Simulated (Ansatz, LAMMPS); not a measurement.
# Electronic structure of Mg2+ triflate in trimethyl phosphate and diglyme at 380 K (131 atoms), part 2 of 2

Wanted: forces, charges and levels of Mg2+ triflate in trimethyl phosphate and diglyme at 380 K (131 atoms).

Ansatz 0.2.0; Kohn-Sham DFT, PBE+D3(BJ), PAW (set soft_2), plane waves.

The cell: 26 C, 28 O, 64 H, 4 P, 2 S, 6 F and 1 Mg. The network of contacts between molecules at the start is that of the classical potential that made the cell. The density was typed from a rule of thumb and may lie off the real one at this temperature. The Brillouin zone is sampled at Γ only, in a cell whose shortest periodic width is 12 Å.

So far. Step 3 (Plane-wave single point): About 20 of the 420 electrons lie in deeper levels, below the stored range.

### 3. Plane-wave single point (continued)

Valence density in the bc plane at fractional x = 0.435, with atoms of C and P and O and H and Mg within 0.2 Å of it. It is the smooth field of the valence electrons, not physical close to the nuclei.

Ten steps, logarithmic in the rise over the least value, from '0' (0 e/Å³) to '9' (16 e/Å³), each cell a mean:
```
122100000000000000012322334321001
122100000000000000011344321100000
123321000000000001112356521000000
244532000000000012333467531000001
344432100000000013554344310000012
333221000000000013443211100000012
111000000121100001121000000000001
000000001355310000000000000000000
000000002566420000000000000000000
000000001344310000000000000111100
000000000122100000000001222344200
000000000000011111000013445554200
000000000001223443100012445543100
000000000012445553100001123432000
000000000012445543100000012211000
000000000001123443100000000000000
100000000000001222000000000000111
100000000000000000000000000001233
100000001110000000012110000001233
101233322210000000012210000000111
312466532210000000001100001110124
842477532100000000000111234431279
841244321000000000011222357753279
211111100000000000012322457753123
```
Columns run along b (11.7 Å), rows up along c (11.7 Å). Atoms in or near the plane, at fractional coordinates: C at (0.45, 0.42), P at (0.70, 0.99), O at (0.81, 0.04), C at (0.82, 0.48), H at (0.88, 0.55), Mg at (0.98, 0.08).

Electrostatic potential energy in the bc plane at fractional x = 0.435, with atoms of C and P and O and H and Mg within 0.2 Å of it. With pseudopotentials it is smooth inside the atoms' cores, unlike the true potential.

Ten even steps from '0' (-43 eV) to '9' (5 eV), each cell a mean:
```
889999999999999999987200057799998
988999999999999999998633579999999
987789999999999999988732589999999
841168999999999998756610499999999
741168999999999997413766899999998
477789999999999998757899999999996
899999999999999999999999999999998
999999999856899999999999999999999
999999999622799999999999999999999
999999999867999999999999999988999
999999999999999999999999998752799
999999999999999999999996551036899
999999999999885578999997640017999
999999999997650027999999975468999
999999999997661048999999999899999
999999999999998647999999999999999
999999999999999878999999999999999
999999999999999999999999999999989
999999999999999999987899999999988
899987888999999999987899999999988
578610378899999999999999999999864
047610378999999999999888887688610
048877889999999999998643530038610
678999999999999999987200010048865
```
Columns run along b (11.7 Å; values clipped at the 3rd and 97th percentile), rows up along c (11.7 Å). Atoms in or near the plane, at fractional coordinates: C at (0.45, 0.42), P at (0.70, 0.99), O at (0.81, 0.04), C at (0.82, 0.48), H at (0.88, 0.55), Mg at (0.98, 0.08).

Mean intrinsic-atomic-orbital charges: C -0.19, F -0.28, H +0.19, Mg +1.63, O -0.70, P +2.07 e.

### 4. Local order

These statistics describe the geometry on which the runs were made.

Density 1.18 g/cm³, 12.34 Å³ an atom.

g(r), total and by pair (bins of 0.2 Å):

```
r (Å)  total   H-H   H-O    H-C   H-F   H-P   H-S
 1.00   2.36  0.00  0.00  12.20  0.00  0.00  0.00
 1.20   1.65  0.00  0.00   8.50  0.00  0.00  0.00
 1.40   1.37  0.00  0.00   0.00  0.00  0.00  0.00
 1.60   0.76  0.82  0.00   0.00  0.00  0.00  0.00
 1.80   1.08  4.34  0.00   0.00  0.00  0.00  0.00
 2.00   0.99  0.42  3.55   0.27  0.00  0.00  0.00
 2.20   0.87  0.69  1.79   1.06  0.34  0.00  0.00
 2.40   0.78  1.15  0.54   0.13  0.28  0.82  0.00
 2.60   1.18  0.80  1.07   0.92  0.26  2.54  0.00
 2.80   0.68  0.55  0.88   0.55  0.84  1.58  0.00
 3.00   0.94  0.83  1.12   0.47  0.93  2.48  0.53
 3.20   0.80  0.77  1.01   1.05  0.16  1.45  0.98
 3.40   0.78  0.65  0.75   0.94  0.57  2.79  0.87
 3.60   0.85  0.87  0.95   0.81  0.50  0.80  1.53
 3.80   0.87  0.89  0.94   0.56  1.04  0.69  0.35
 4.00   1.15  1.26  1.35   1.31  0.42  0.15  0.63
 4.20   1.08  0.81  1.75   1.31  0.95  0.14  1.41
 4.40   1.22  1.21  1.15   1.28  1.21  0.77  3.59
 4.60   1.12  1.25  1.05   1.15  1.19  1.31  1.92
 4.80   1.01  1.08  0.95   1.02  1.01  1.42  0.89
 5.00   1.04  1.18  0.89   1.09  0.86  1.10  1.01
 5.20   1.00  0.90  0.92   1.19  0.99  0.93  0.57
 5.40   1.08  1.10  0.98   1.11  1.26  1.22  1.56
 5.60   0.97  0.96  0.95   0.95  1.34  1.27  0.33
 5.80   0.98  0.95  0.98   0.99  1.10  0.82  1.04
```

Bonds by pair of elements; cutoffs follow the first minimum of g(r), held within bounds set by covalent radii, and pairs that aren't listed don't count as bonded:

```
pair A-B  cutoff (Å)  bonds  mean length (Å)  spread (Å)  shortest (Å)  B about A  A about B
     H-C        1.34     64             1.09        0.03          1.03          1       2.46
     O-C        1.73     24             1.44       0.031          1.38      0.857      0.923
     O-P        2.08     16             1.59       0.056          1.48      0.571          4
     O-S        1.88      6             1.44        0.02          1.42      0.214          3
    O-Mg        2.52      6             2.03        0.06          1.95      0.214          6
     C-C        1.85      4             1.54       0.027          1.51      0.308      0.308
     C-F        1.62      6             1.37       0.036          1.30      0.231          1
     C-S        2.21      2             1.83       0.012          1.82      0.077          1
```

How many atoms have how many bonded neighbours:

```
element  mean   1   2  3   4  6
      C     4   0   0  0  26  0
      F     1   6   0  0   0  0
      H     1  64   0  0   0  0
     Mg     6   0   0  0   0  1
      O  1.86   8  16  4   0  0
      P     4   0   0  0   4  0
      S     4   0   0  0   2  0
```

Bond angles, per cent of each kind in bins of 5°:

```
angle (°)  H-C-O  H-C-H  O-P-O  C-C-H  O-Mg-O
    70–75    0.0    0.0    0.0    0.0     6.7
    75–80    0.0    0.0    0.0    0.0     6.7
    80–85    0.0    0.0    0.0    0.0    20.0
    85–90    0.0    0.0    0.0    0.0     0.0
    90–95    0.0    0.0    0.0    0.0    13.3
   95–100    1.6   10.7    4.2    0.0    20.0
  100–105   14.1   12.5   33.3   25.0    13.3
  105–110   26.6   28.6   12.5   18.8     0.0
  110–115   45.3   35.7   25.0   50.0     0.0
  115–120   12.5   10.7   20.8    6.2     0.0
  120–125    0.0    1.8    4.2    0.0     0.0
  125–130    0.0    0.0    0.0    0.0     0.0
  130–135    0.0    0.0    0.0    0.0     0.0
  135–140    0.0    0.0    0.0    0.0     0.0
  140–145    0.0    0.0    0.0    0.0     0.0
  145–150    0.0    0.0    0.0    0.0     0.0
  150–155    0.0    0.0    0.0    0.0     0.0
  155–160    0.0    0.0    0.0    0.0     0.0
  160–165    0.0    0.0    0.0    0.0     0.0
  165–170    0.0    0.0    0.0    0.0    13.3
  170–175    0.0    0.0    0.0    0.0     6.7
```

Bond angles (no mean is given where the spread exceeds 20°):

```
 angle  count  mean (°)  spread (°)
 H-C-O     64       110         4.3
 H-C-H     56       109         6.2
 O-P-O     24       109         6.3
 C-C-H     16       110         4.4
O-Mg-O     15         -           -
```

Bond length by coordination (bonds to H left out):

```
element  coordination  atoms  mean bond length (Å)
      O             1      8                  1.46
      O             2     16                  1.55
      O             3      4                  1.63
```

Counting bonds as in the table, all C atoms have 4, all F atoms have 1, all H atoms have 1 and all Mg atoms have 6 bonded neighbours. The H-C-O angle averages 110° with a spread of 4°.

The surroundings of O102, which bears the longest force, nearest first, numbered as they follow in the input and with coordinates relative to it.

```
atom      x      y      z  distance (Å)  bonds  intrinsic-atomic-orbital charge (e)     Fx     Fy  Fz (eV/Å)
O102   0.00   0.00   0.00          0.00      2                                -0.60   2.89   2.13      -1.92
C103  -1.09   0.19   0.86          1.40      4                                -0.30  -1.32  -1.47      -0.95
P100   0.60   1.35  -0.79          1.67      4                                 2.06  -2.92  -0.55      -0.04
H109  -1.35  -0.87   1.05          1.92      1                                 0.21  -0.14   0.88       1.14
H111  -1.90   0.54   0.23          1.99      1                                 0.17  -0.89   0.43      -0.10
H110  -0.90   0.93   1.62          2.08      1                                 0.18   0.12  -0.15       0.92
 O99   2.10   0.98  -1.11          2.57      2                                -0.61  -1.44   0.72      -2.28
O104   0.78   2.44   0.41          2.59      2                                -0.61  -0.62  -0.57      -1.31
H106   2.39  -0.98  -0.33          2.61      1                                 0.19  -0.17   1.77       0.51
H108   2.46   0.55   0.86          2.66      1                                 0.16   0.86  -0.96      -1.23
O101  -0.32   1.78  -1.96          2.67      2                                -0.96   1.98  -0.89       2.52
 C98   2.69   0.14  -0.19          2.70      4                                -0.28   1.57  -3.09       2.04
```

The column of bonds counts only the pairs H-C within 1.34 Å, O-C within 1.73 Å, O-P within 2.08 Å, O-S within 1.88 Å, O-Mg within 2.52 Å, C-C within 1.85 Å, C-F within 1.62 Å, C-S within 2.21 Å; other neighbours, such as metal atoms beside each other in a compound, aren't counted, and periodic images can show an atom twice.

### 5. Results

```
free energy per atom                             : -267.4032 eV/atom
pressure                                         : 0.4797 GPa
r.m.s. force component                           : 1.041 eV/Å
gap (highest filled to lowest empty level) : 3.882 eV
wall time of the 1 DFT run                       : 11 s
```

In words: Between filled and empty levels lie 3.88 eV (at Γ alone); a semilocal functional tends to put such gaps too low. In a disordered cell it changes from sample to sample and from frame to frame. Counting bonds as in the table, all C atoms have 4, all F atoms have 1, all H atoms have 1 and all Mg atoms have 6 bonded neighbours.

**Limits.** The force components of 1.0 eV/Å r.m.s. come partly from thermal motion and partly from the difference between the classical potential and DFT, above all in bond lengths inside molecules. The pressure of a single frame lacks the kinetic term.

[Logs are printed without paths, hosts, clocks, repeated set-up lines and the standing remarks that a program may print on its own settings, such as how far it seeks lower states.]

[Hosts, paths, dates, database ids (printed as entryN), source tags and the programs' standing remarks are cut or masked in the printed files.]
